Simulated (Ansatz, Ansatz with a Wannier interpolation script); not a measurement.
# Sb (buckled honeycomb monolayer): quasiparticle bands by Wannier interpolation, part 2 of 2

G0W0 gives levels on a mesh alone; what do the bands of Sb (buckled honeycomb monolayer) look like between the points?

Ansatz 0.2.0; LDA, Wannier functions and G0W0, plane waves, PAW. Known limits of the many-body steps: not at the basis limit; no spin-orbit coupling.

So far. Step 2 (LDA bands): The gap is indirect, with the least direct gap 0.54 eV higher. Step 3 (Wannier functions (Sb:5p) on 12×12×1): Near the gap the model misses directly solved bands by 0.7 meV r.m.s. and by 2 meV at most in the window tested. This tests the starting bands, not the corrections carried with them.

## (4) G0W0 at every point of the mesh: 6×6×1 mesh, 600 empty bands, screening to 80 eV

Now the one-shot GW correction: screening in the RPA, then the self-energy of the levels asked for.

This step: G0W0 on LDA, plane waves, PAW.

input.yaml

```yaml
crystal:
  lattice:
    - [4.0191575202, 0.0, 0.0]
    - [-2.0095787601, 3.4806925143, 0.0]
    - [0.0, 0.0, 26.4]
  atoms:
    - { symbol: Sb, position: [0.3333333333, 0.6666666667, 0.469352981] }
    - { symbol: Sb, position: [0.6666666667, 0.3333333333, 0.530647019] }
  periodic: [true, true, false]
kpoints:
  mp_grid: { grid: [6, 6, 1] }
hamiltonian:
  xc: lda
scf:
  occupations: { method: fixed }
gw:
  n_empty_bands: 600
  ecut_chi: 80.0
  qp_bands: [v3, c3]
  screening: { model: contour_deformation }
```

The run is started by

```sh
$ ansatz run input.yaml --threads 12 --pin off --max-ram 27648MiB --backend cpu --events-out ev --progress --plain --runs-dir out
```

Numbers of over 12 decimals in the logs are rounded to 6 here.

Output:

```text
[...]
Crystal: 2 atoms, lattice volume = 369.322 Å³
Basis set: ecut = 420 eV, 7277 PW (Γ)
Bands: 19, of which v1, the nominal top of the filled ones, is band 15 counted from 1 (14 counted from 0)
Symmetry: 12 space group operations
[...]
k-points: 7 of 36
[...]
SCF iter   1: F=—  HF=-12671.147779 eV  |F-HF|=—  |Δ(HF+E_count)|=         —  Δρ=2.75e-3  dr2=1.85e-2  ethr=1.77e-3  ⟨swp⟩=7.4  Hψ=728  notcnv=0  defer=10
[...]
SCF iter   6: F=-12671.140911 eV  HF=-12671.140911 eV  |F-HF|=9.43e-9  |Δ(HF+E_count)|=   1.02e-7  Δρ=1.76e-6  dr2=1.11e-8  ethr=3.33e-10  ⟨swp⟩=17.4  Hψ=978  notcnv=0
SCF 1 converged in 6 iterations: F = -12671.140911 eV  dr2 = 1.11e-8
[...]
G₀W₀ screening: q 1/7
[... further progress lines ...]
SCF converged after 6 iterations
Free energy (F): -12671.140911 eV
[...]
Internal energy: -12671.140911 eV  (E = F + TS)
E sigma→0 (E₀):  -12671.140911 eV
Fermi energy:    -4.953077 eV
[...]
--- Band table (eV; the first three rows and the last of 7) ---
  k-point 0: bands = [... 11 lower, -11.4939, -5.7759, -4.9531, -4.9531, -3.2903, -2.0951, -2.0951, -0.6196]
  k-point 1: bands = [... 11 lower, -11.4770, -6.9191, -5.6413, -5.5548, -3.2069, -1.5751 (-1.5751°), -1.5442, -0.2585]
  k-point 2: bands = [... 11 lower, -12.0179, -8.2707, -6.3424, -5.9121, -3.8155, -1.9392, -1.2950, 0.4713]
  k-point 6: bands = [... 11 lower, -13.7069, -8.8132, -6.9316, -6.9316, -3.6632, -1.3688, -1.3688, 1.6007]
  ° read free of the cell's end (the report's vacuum.weakly_bound_levels)
--- G₀W₀: contour deformation, 7 samples at zero and on the imaginary axis and 2 off it, 36 q-points, 600 empty bands' worth ---
  eigenvalues of the whole cell's RPA ε∞ on this k-mesh (on a slab, of 1 + 4πα/V) = 1.1606, 4.6188, 4.6188; static W/v taken at q = 0 is 0.441704
  bands read: the sum over 615 bands ends inside a degenerate multiplet in 1 slot, whose members it reads at an even weight; the widest, k=6: bands 615 to 616 (counted from 1) at 1/2 each
    ik  band        ε_KS         Σx   Σc(E_QP)       V_xc       Z   E_QP_lin       E_QP  E_QP is
     0    13     -5.7759   -12.5322     1.0439   -11.0222  0.7022    -6.2525    -6.2420  root
     0    14     -4.9531   -15.0675     0.4055   -14.4026  0.7231    -5.2146    -5.2124  root
     0    15     -4.9531   -15.0675     0.4055   -14.4026  0.7231    -5.2146    -5.2124  root
     0    16     -3.2903    -9.0689    -3.5272   -13.2826  0.7382    -2.5838    -2.6038  root
     0    17     -2.0951    -9.1755    -3.8042   -13.5715  0.6971    -1.4840    -1.5032  root
     0    18     -2.0951    -9.1755    -3.8042   -13.5715  0.6971    -1.4840    -1.5032  root
     1    13     -6.9191   -14.4263     1.1580   -12.9413  0.6977    -7.2551    -7.2461  root
     1    14     -5.6413   -12.9128     0.9428   -11.5264  0.7058    -6.0937    -6.0849  root
     1    15     -5.5548   -14.8626     0.6236   -13.9469  0.7171    -5.8500    -5.8470  root
     1    16     -3.2069    -8.5113    -3.3717   -12.4497  0.7249    -2.6264    -2.6402  root
     1    17     -1.5751    -9.2331    -4.0254   -13.8651  0.6773    -0.9669    -0.9685  root
     1    18     -1.5442    -8.0092    -3.7653   -12.3648  0.7086    -0.9512    -0.9540  root
     2    13     -8.2707   -14.2332     2.0599   -11.7907  0.6612    -8.6602    -8.6533  root
     2    14     -6.3424   -14.8787     1.0043   -13.5367  0.7058    -6.6850    -6.6801  root
[...]
6    14     -6.9316   -14.3878     1.4141   -12.5892  0.6768    -7.3254    -7.3162  root
     6    15     -6.9316   -14.3878     1.4141   -12.5892  0.6768    -7.3254    -7.3162  root
     6    16     -3.6632    -7.0179    -3.1134   -10.5856  0.7260    -3.2010    -3.2089  root
     6    17     -1.3688    -7.0711    -3.8882   -11.4681  0.6774    -0.8736    -0.8600  root
     6    18     -1.3688    -7.0711    -3.8882   -11.4681  0.6774    -0.8736    -0.8600  root
```

The job ended after 57 s (12 threads of Intel Xeon 6975P-C (Granite Rapids), shared host; peak memory 6.5 GiB).

This step gave:

```
bands summed                                 : 615
plane waves in the screening matrix          : 561
q-points in the mesh                         : 36
G0W0 gap on the mesh                         : 1.866 eV
k of the valence top                         : 0, 0, 0
k of the conduction bottom                   : 0, 0.3333, 0
starting gap on the mesh                     : 1.138 eV
Z at the valence top                         : 0.7231
Z at the conduction bottom                   : 0.7325
least direct G0W0 gap on the computed points : 2.609 eV
```

The gap on the mesh goes from 1.14 eV to 1.87 eV, a correction of +0.73 eV. Between the two edge states, bare exchange in place of the xc potential would open the gap by 4.17 eV, and correlation takes back 3.44 eV.

## (5) Interpolating the corrections

A script adds the corrections, carried to the Wannier functions and back, to the LDA levels, along the path and on a 13×13×1 mesh.

```
G0W0 gap over the zone     : 1.831 eV
valence top at             : Γ
starting gap over the zone : 1.121 eV
least direct G0W0 gap      : 2.609 eV
G0W0 gap on the mesh       : 1.866 eV
valence width, start       : 3.860 eV
valence width, G0W0        : 3.976 eV
gap by a rigid shift       : 1.849 eV
```

Levels solved directly plus the interpolated quasiparticle correction. Limits: finite bands, cutoff and mesh; gap short on this mesh; no spin-orbit coupling. The quasiparticle bands at the labelled points (eV, zero at the valence-band top of each set):

| point | band 13 | band 14 | band 15 | band 16 |
| --- | --- | --- | --- | --- |
| Γ | -1.03 | 0.00 | 0.00 | 2.61 |
| halfway | -3.04 | -1.11 | -0.78 | 1.97 |
| M | -3.30 | -1.81 | -1.78 | 2.31 |
| halfway | -3.47 | -2.47 | -1.77 | 2.66 |
| K | -3.98 | -2.10 | -2.10 | 2.00 |
| halfway | -3.04 | -2.11 | -0.79 | 2.87 |
| Γ | -1.03 | 0.00 | 0.00 | 2.61 |

The same for LDA:

```csv
point,band 13,band 14,band 15,band 16
Γ,-0.82,0.00,0.00,1.66
M,-3.21,-1.69,-1.67,1.55
K,-3.86,-1.98,-1.98,1.29
Γ,-0.82,0.00,0.00,1.66
```

The first set of quasiparticle bands as a text plot (rows in eV):

```
    3.1 |   ++                                    ++     ++++
    2.8 | ++  ++                ++++           +++  +++++    +++
    2.5 |+                    ++    +        ++                 +
    2.2 |       ++      ++++++       +++   ++
    1.9 |         ++++++                +++
    1.6 |
    1.3 |
    1.0 |
    0.7 |
    0.4 |
    0.1 |*                                                      *
   -0.2 | ****                                               ***
   -0.5 |     **                                           *****
   -0.8 |     ********                            ***********
   -1.1 |*****    **  **                       ***         ******
   -1.4 |           ******                   **       ***
   -1.7 |     **        ****************   **
   -2.0 |                      *        ***         **   **
   -2.3 |                       ***  ****  **
   -2.6 |       **                 **        **   **  ***
   -2.9 |         **                           ***  **
   -3.2 |           **    ********             *****
   -3.5 |             ****        ***        **
   -3.8 |                            ********
         Γ                   M           K                      Γ
```

Wannier model on a dense mesh, Gaussian width 0.15 eV. Limits: finite bands, cutoff and mesh; gap short on this mesh; no spin-orbit coupling. Density of states against energy, zero at the valence-band top of each set; read off at these points; values in states/eV/cell:

| energy (eV) | G0W0 | LDA |
| --- | --- | --- |
| -5.00 | 0 | 0 |
| -4.80 | 0 | 0 |
| -4.50 | 0 | 0 |
| -4.30 | 4.3e-4 | 4.8e-6 |
| -4.10 | 0.0639 | 0.00547 |
| -3.90 | 0.369 | 0.194 |
| -3.60 | 1.08 | 0.684 |
| -3.40 | 3.17 | 2.03 |
| -3.20 | 2.22 | 2.90 |
| -2.90 | 0.835 | 1.04 |
| -2.70 | 1.29 | 0.876 |
| -2.50 | 2.24 | 1.62 |
| -2.20 | 0.538 | 1.13 |
| -2.00 | 1.54 | 1.09 |
| -1.80 | 2.49 | 2.05 |
| -1.60 | 2.51 | 2.52 |
| -1.30 | 1.26 | 1.62 |
| -1.10 | 2.16 | 1.68 |
| -0.90 | 2.93 | 2.04 |
| -0.60 | 0.994 | 2.54 |
| -0.40 | 0.317 | 0.396 |
| -0.20 | 0.269 | 0.270 |
| 0.00 | 0.179 | 0.172 |
| 0.10 | 0.0714 | 0.0697 |
| 0.30 | 0.00166 | 0.00165 |
| 0.50 | 0 | 0 |
| 0.70 | 0 | 1.0e-4 |
| 1.00 | 0 | 0.156 |
| 1.20 | 0 | 0.677 |
| 1.40 | 6.9e-5 | 1.54 |
| 1.70 | 0.128 | 1.71 |
| 1.90 | 0.503 | 2.50 |
| 2.10 | 1.44 | 1.96 |
| 2.40 | 1.61 | 1.14 |
| 2.60 | 2.00 | 1.95 |
| 2.70 | 2.92 | 2.61 |
| 2.80 | 2.44 | 2.64 |
| 3.00 | 1.04 | 1.82 |
| 3.30 | 1.60 | 3.19 |
| 3.50 | 2.44 | 3.63 |

Corrections by starting level (eV, on the run's own energy scale, so only their differences matter):

```
start  correction
-3.86       −0.38
-3.21       −0.35
-2.53       −0.38
-1.98       −0.38
-1.67       −0.39
-0.96       −0.38
-0.69       −0.44
 0.00       −0.26
 1.14       +0.47
 1.29       +0.45
 1.75       +0.57
 2.11       +0.50
 2.75       +0.57
 3.01       +0.47
 3.48       +0.54
 3.58       +0.51
 3.86       +0.57
```

## (6) LDA+SOC bands, for comparison

The many-body steps leave out spin-orbit coupling, so its effect is taken from a two-component run, with twice the bands.

This step: DFT, LDA with spin-orbit coupling, plane waves, PAW.

input.yaml, the sections that differ from step 4:

```yaml
kpoints:
  mp_grid: { grid: [6, 6, 1] }
  band_path:
    path:
      - [0, 0, 0]
      - [0.5, 0, 0]
      - [0.3333333333333, 0.3333333333333, 0]
      - [0, 0, 0]
    npoints: 10
scf:
  occupations: { method: fermi_dirac, width: 0.02 }
  n_extra_bands: 8
magnetization:
  noncollinear: true
  spin_orbit: true
output:
  eigenvalues: true
  forces: true
  stress: true
# crystal, hamiltonian: as in step 4
# gw: removed
```

Output:

```text
[...]
non-collinear run that drives no moment, with spin-orbit: no starting moment large enough to seed its density (crystal.atoms[].spin), no starting occupations that ask for one, no magnetisation constraint and no magnetic field, so the semilocal B_xc is pinned to zero
Crystal: 2 atoms, lattice volume = 369.322 Å³
Basis set: ecut = 420 eV, 7277 PW (Γ)
Bands: 38, of which v1, the nominal top of the filled ones, is band 30 counted from 1 (29 counted from 0)
Symmetry: 12 space group operations + 12 with time reversal
[...]
k-points: 7 of 36
Projection manifold: j_resolved (fully-relativistic pseudo-atomic orbitals)
[...]
iter 1 solved again at ethr=9.71e-4 eV; its pass at ethr=3.10e-3 eV (dr2=2.91e-1 eV) is discarded
[...]
SCF iter   7: F=-12675.767676 eV  HF=-12675.767676 eV  |F-HF|=3.61e-9  |Δ(HF+E_count)|=   4.28e-9  Δρ=1.01e-6  dr2=4.89e-9  dr2_m=0.00e0 (ungated)  ethr=2.29e-10  |M|=0.00e0 ∫|m|=0.00e0 μB  |m|>n=0.0e0 m-floor=0.0e0 τ_xc=0.0e0  ⟨swp⟩=2.7  Hψ=488  notcnv=0
SCF 1 converged in 7 iterations: F = -12675.767676 eV  dr2 = 4.89e-9
[...]
SCF converged after 7 iterations
Magnetization: |M| = 0.0000 μB,  M = (+0.0000, +0.0000, +0.0000) μB
Absolute magnetization: 0.0000 μB (∫|m|)
  site 0: m = (+0.0000, +0.0000, +0.0000) μB, |m| = 0.0000 μB  (R = 1.17 Å)
  site 1: m = (+0.0000, +0.0000, +0.0000) μB, |m| = 0.0000 μB  (R = 1.17 Å)
Free energy (F): -12675.767676 eV
[...]
Internal energy: -12675.767676 eV  (E = F + TS)
E sigma→0 (E₀):  -12675.767676 eV
Fermi energy:    -4.257045 eV
[...]
--- Forces (eV/Å), atoms counted from 1 ---
  atom   1  Sb    -0.00000000     0.00000000    -0.00208161
  atom   2  Sb    -0.00000000    -0.00000000     0.00208161
  max |Σ_I F_I| component: 9.25e-18 eV/Å
--- 2D stress c σ (N/m, compression-positive) ---
       -0.006032      -0.000000      -0.000000
       -0.000000      -0.006032      -0.000000
        0.000000       0.000000       0.000000
  P = ½ c Tr σ = -0.0060 N/m
--- Band table (eV; the first three rows and the last of 7) ---
  k-point 0: bands = [... 26 lower, -5.0913, -5.0913, -4.6633, -4.6633, -3.3538, -3.3538, -2.3198, -2.3198, ... 4 higher]
  k-point 1: bands = [... 26 lower, -5.8015, -5.8015, -5.3773, -5.3773, -3.2397, -3.2397, -1.6668, -1.6668, ... 4 higher]
  k-point 2: bands = [... 26 lower, -6.4459, -6.4459, -5.8312, -5.8312, -3.8149, -3.8149, -1.9475, -1.9475, ... 4 higher]
  k-point 6: bands = [... 26 lower, -7.0320, -7.0320, -6.8460, -6.8460, -3.6634, -3.6634, -1.4458, -1.4458, ... 4 higher]
```

Wall time 4.5 s (12 threads); peak memory 2.1 GiB.

This step gave:

* filled bands: 30
* gap: 0.8349 eV
* valence top at: Γ
* conduction bottom at: k = (0.300, 0.000, 0.000)
* least direct gap: 1.309 eV

The gap stands −0.29 eV against LDA.

## (7) Outcome

```
LDA gap                             : 1.12 eV
G0W0 gap over the zone              : 1.83 eV, indirect
least direct G0W0 gap, in the model : 2.61 eV
with the spin-orbit change          : 1.54 eV
GW settings                         : 6×6×1 mesh, 600 empty bands, screening to 80 eV
known limits                        : not at the basis limit; no spin-orbit coupling
```

The Wannier model follows the LDA bands to under 1 meV r.m.s. near the gap. The G0W0 gap over the zone is 1.83 eV, indirect, from Γ to k = (0.304, 0.000, 0.000); on the mesh alone it is 1.87 eV, and a rigid shift of the LDA bands would give 1.85 eV. The valence width in the model goes from 3.86 eV to 3.98 eV. LDA+SOC gives a gap of 0.83 eV on the same path, a spin-orbit change of −0.29 eV that would bring the G0W0 gap to 1.54 eV. Against experiment, by G0W0@LDA with the spin-orbit change: the direct gap of 2.26 eV lies +0.05 eV from the measured 2.21 eV (exciton, 2020). An exciton line or allowed optical edge lies below the quasiparticle gap by the binding energy; a forbidden edge can push the onset above it. The computed sheet is free-standing; a substrate or cover screens it further and lowers both gap and binding, while the exciton line moves little. The calculation has static nuclei and no excitons; a measured gap holds zero-point and thermal motion, which mostly lowers it. Bands and cutoff are finite, so the gap is not at the basis limit. The miss can reach some tenths of an eV and take either sign; the mesh is an error of its own. Above the frozen window of the model the interpolated levels need not meet the computed ones, even at points of the mesh.

[Paths, hosts, dates, memory and timing lines, banners, echoed tables and standing remarks are left out of the program output.]

[Logs are printed without paths, hosts, clocks, repeated set-up lines and the standing remarks that a program may print on its own settings, such as how far it seeks lower states.]

[Runs of the session that timed out or met a known fault of the program may be left out.]

[Hosts, paths, dates, database ids (printed as entryN), source tags and the programs' standing remarks are cut or masked in the printed files.]
